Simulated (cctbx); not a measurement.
**Which space group?**

Cell: a = 7.3950 Å, b = 7.3950 Å, c = 3.9050 Å, α = 90.00°, β = 90.00°, γ = 120.00°. Expected content of the cell: Sb3 In3 Ti3.

Simulated single-crystal data (cctbx): Mo Kα, λ = 0.71073 Å, to d = 0.7 Å, 50 % of the full sphere, strongest reflection 70000 counts, noise from counting, a 4 % proportional error and a noise floor of 8 counts (s.d.); no absorption, some extinction.

A first pass over the reflections prints:

```text
1127 reflections to d = 0.700 A
centring   violations  <I/sigma> of those
    A        542 of   574     18.8
    B        531 of   561     18.9
    C        515 of   551     19.2
    I        522 of   556     18.8
    R        721 of   751     19.5
    F        794 of   843     19.0
Laue class    unique    Rint  (classes that these axes allow; Friedel mates merged)
P -1              827   0.024
P 1 1 2/m         566   0.026
P -3              376   0.030
P -3 1 m          217   0.032
P -3 m 1          231   0.032
P 6/m             217   0.033
P 6/m m m         144   0.033
space group    extra absences  I>4sigma  <I/sigma>
P 6 2 2                 0          0         -  acentric
P 6 m m                 0          0         -  acentric
P -6 m 2                0          0         -  acentric
P -6 2 m                0          0         -  acentric
P 6/m m m               0          0         -  centric
Wilson B = 1.46 A^2   <|E^2-1|> = 0.603 (0.968 centric, 0.736 acentric)   E^2>4: 0.0 %
shell (A)         n   <I/sigma>
 6.40 - 1.40     25     42.2
 1.40 - 1.11     20     51.6
 1.11 - 0.97     17     52.8
 0.97 - 0.88     20     50.9
 0.88 - 0.82     14     51.8
 0.82 - 0.77     15     47.6
 0.77 - 0.73     19     43.0
 0.73 - 0.70     14     37.8
```

**Question.** What are the lattice type, the Laue class and the likely space group?

Every centring test has many violations, so the lattice is primitive.

Rint stays low (0.024 to 0.033) up to P 6/m m m, the highest class in these axes.

5 settings pass the absence test. No glide or screw absences show, which leaves P 6 2 2, P 6 m m, P -6 m 2, P -6 2 m and P 6/m m m.

⟨|E²−1|⟩ = 0.603 leans to a non-centrosymmetric structure, or to twinning, which lowers it. The Wilson B of 1.46 Å² means U ≈ 0.0185 Å².

The true group is P-62m (no. 189), Laue class 6/mmm, non-centrosymmetric. The tables only narrow the choice to the tied entries; cell content, site symmetry and trial solutions must settle it.

This is a model crystal, built by substitution and not relaxed, with assumed displacement parameters.

[Logs are printed without paths, hosts, clocks, repeated set-up lines and the standing remarks that a program may print on its own settings, such as how far it seeks lower states.]
